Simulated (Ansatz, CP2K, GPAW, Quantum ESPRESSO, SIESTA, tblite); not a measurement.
# How far do other methods lie from plane waves? Twisted graphene monolayer on bilayer, 77.90° (186 atoms)

One geometry of twisted graphene monolayer on bilayer, 77.90° (186 atoms) is solved by several programs and methods. How far do their forces lie from a plane-wave PBE run?

Results are calculated, not measured.

## (1) The structure

The cell holds 186 atoms (186 C), with edges of 13.70, 13.70 and 20.69 Å. Recipe: graphene (a = 2.46 Å) under graphene (a = 2.46 Å), monolayer on bilayer, commensurate cell of 31 unit cells a layer, twist 77.90 deg; facing planes 3.32, 3.37 Å apart as built; 14 Å of vacuum; minimised with a classical potential. Then every atom was moved at random, 0.03 Å r.m.s. a Cartesian component.

## (2) The reference input

Quantum ESPRESSO 7.5: Kohn-Sham DFT, PBE, SSSP efficiency 1.3.0 pseudopotentials, plane waves. Its input, pw.in:

```
&control
  calculation = 'scf'
  pseudo_dir = './pseudo'
  outdir = './tmp'
  disk_io = 'none'
  tprnfor = .true.
/
&system
  ibrav = 0
  nat = 186
  ntyp = 1
  ecutwfc = 45
  ecutrho = 360
  nosym = .true.
  occupations = 'smearing'
  smearing = 'fd'
  degauss = 0.003675
/
&electrons
  conv_thr = 9.3e-07
  electron_maxstep = 100
  mixing_beta = 0.2
  mixing_mode = 'local-TF'
  diagonalization = 'david'
/
ATOMIC_SPECIES
C 12.011 C.upf
CELL_PARAMETERS angstrom
13.69670 0.00000 0.00000
-6.84835 11.86169 0.00000
0.00000 0.00000 20.69000
ATOMIC_POSITIONS crystal
C 0.07488 0.11548 0.33685
C 0.11515 0.04254 0.33622
C 0.10925 0.31455 0.33624
C 0.14746 0.23555 0.33634
[... 180 atom lines left out ...]
C 0.08490 0.23963 0.66319
C 0.04112 0.11984 0.66441
K_POINTS gamma
```

```console
$ OMP_NUM_THREADS=1 mpirun -np 4 pw.x -in pw.in > output.txt
```

Wall time 18 min (4 MPI ranks of Arm Neoverse V1, shared host); peak memory 14 GiB; 72 min of CPU time.

It converged with an r.m.s. force component of 1.9 eV/Å.

## (3) What was run beside it

- CP2K 2026.2: Gaussian basis with GTH pseudopotentials and a plane-wave density; labels give functional, basis (MOLOPT sets; SR short-range, UZH the newer set with its own potentials), grid cutoff/relative cutoff and solver (OT: orbital transformation; TRS4, TC2, SIGN: linear-scaling purification with its sparsity filter), or its built-in tight binding.
- GPAW 26.7.0: PAW with atomic orbitals (LCAO), plane waves or a real-space grid of spacing h.
- SIESTA 5.4.2: numerical atomic orbitals, whose automatically made sets are far from complete, with PseudoDojo norm-conserving potentials that we converted to its format (checked against plane waves on the same files for H, C, O, Si, Ge and Ca alone); labels give functional, basis size, energy shift and mesh cutoff.
- tblite 0.8.0: extended tight binding, driven from Python.

All use the same cell and atoms, and the electronic-structure runs the same k-mesh.

## (4) All runs compared

Differences are against the reference: forces as r.m.s. over components, share as that over the reference's r.m.s. force, slope as the fitted ratio of a run's forces to the reference's.

```
                                                         run  Δ force, r.m.s. (meV/Å)  share (%)  slope  cores  CPU time  memory (GiB)
                                                   reference                        -          -      -      4    72 min            14
                              CP2K GFN1-xTB, diagonalisation                      120       6.45  0.958      2      12 s           0.3
        CP2K PBE, DZVP-MOLOPT-SR, 450/50 Ry, diagonalisation                     31.5       1.69  1.014      4    13 min           8.8
CP2K PBE, SZV-MOLOPT-SR, 450/50 Ry, diagonalisation (coarse)                      487       26.1  1.258      2   5.4 min           6.6
           CP2K PBE, TZVP-MOLOPT, 450/50 Ry, diagonalisation                     12.6      0.678  1.004      4     1.9 h          10.0
              CP2K PBE, TZVP-UZH, 450/50 Ry, diagonalisation                     26.2       1.40  1.012      4    20 min           9.7
                                 GPAW PBE, LCAO dzp, h 0.2 Å                      128       6.88  1.058      4   9.2 min           4.0
           GPAW PBE, LCAO dzp, h 0.2 Å, other mixer settings                      130       6.96  1.059      4    12 min           4.0
                    GPAW PBE, LCAO sz(dzp), h 0.2 Å (coarse)                      574       30.8  1.255      1      69 s           1.4
                   GPAW PBE, LCAO szp(dzp), h 0.2 Å (coarse)                      241       12.9  1.061      2   3.4 min           2.0
         SIESTA PBE, DZ, shift 0.01 Ry, mesh 300 Ry (coarse)                      298       15.9  1.150      2   2.6 min           1.3
                 SIESTA PBE, DZP, shift 0.01 Ry, mesh 300 Ry                      229       12.3  1.107      4   8.5 min           2.5
         SIESTA PBE, SZ, shift 0.01 Ry, mesh 300 Ry (coarse)                      721       38.6  1.329      1      85 s           0.9
                                             tblite GFN1-xTB                      121       6.46  0.958      1     5.7 s           0.2
                                             tblite GFN2-xTB                      135       7.25  0.948      1      13 s           0.2
```

Rows marked coarse were listed beforehand as settings not expected to be converged; some can still land near the reference.

CPU time is summed over cores on shared hosts, so it is rough.

## (5) Findings

Forces lie from 0.68 % (CP2K PBE, TZVP-MOLOPT, 450/50 Ry, diagonalisation) to 39 % (SIESTA PBE, SZ, shift 0.01 Ry, mesh 300 Ry, coarse) of the reference's r.m.s. force of 1.9 eV/Å away from it. The PBE runs in local orbitals, coarse settings apart, differ by 0.68 % (CP2K PBE, TZVP-MOLOPT, 450/50 Ry, diagonalisation) to 12 % (SIESTA PBE, DZP, shift 0.01 Ry, mesh 300 Ry); basis, grid and potentials can all enter. Tight binding differs by 6.4 % (CP2K GFN1-xTB, diagonalisation) to 7.3 % (tblite GFN2-xTB); it is another model, with fitted parameters of its own, and the xTB methods hold dispersion. Runs with settings chosen to be coarse differ by 13 % (GPAW PBE, LCAO szp(dzp), h 0.2 Å) to 39 % (SIESTA PBE, SZ, shift 0.01 Ry, mesh 300 Ry), their programs' other errors included.

SIESTA PBE, SZ, shift 0.01 Ry, mesh 300 Ry stiffens the forces by a factor of 1.33 while following their directions (correlation 0.988); the slopes of the 3 SIESTA runs lie between 1.11 and 1.33.

Caveats: The reference's PBE has no dispersion term, which matters for the binding between molecules or layers. One k-point is far too coarse for the carbon or group-IV sheet, and it can put spurious forces of up to about 1 eV/Å on the sheet's atoms. The electronic-structure runs sample only Γ, in a cell whose shortest periodic width is 12 Å. The slab repeats along its normal with no dipole correction. Where levels are smeared, the DFT runs use Fermi–Dirac occupations at 580 K (0.05 eV), and energies are free energies. The atoms were displaced at random, and shares hang on the size of the forces that this gives. The reference's cutoffs and mesh weren't converged further here.

[Logs are printed without paths, hosts, clocks, repeated set-up lines and the standing remarks that a program may print on its own settings, such as how far it seeks lower states.]

[Hosts, paths, dates, database ids (printed as entryN), source tags and the programs' standing remarks are cut or masked in the printed files.]

[Cells were taken only where this reference lay near another plane-wave run.]
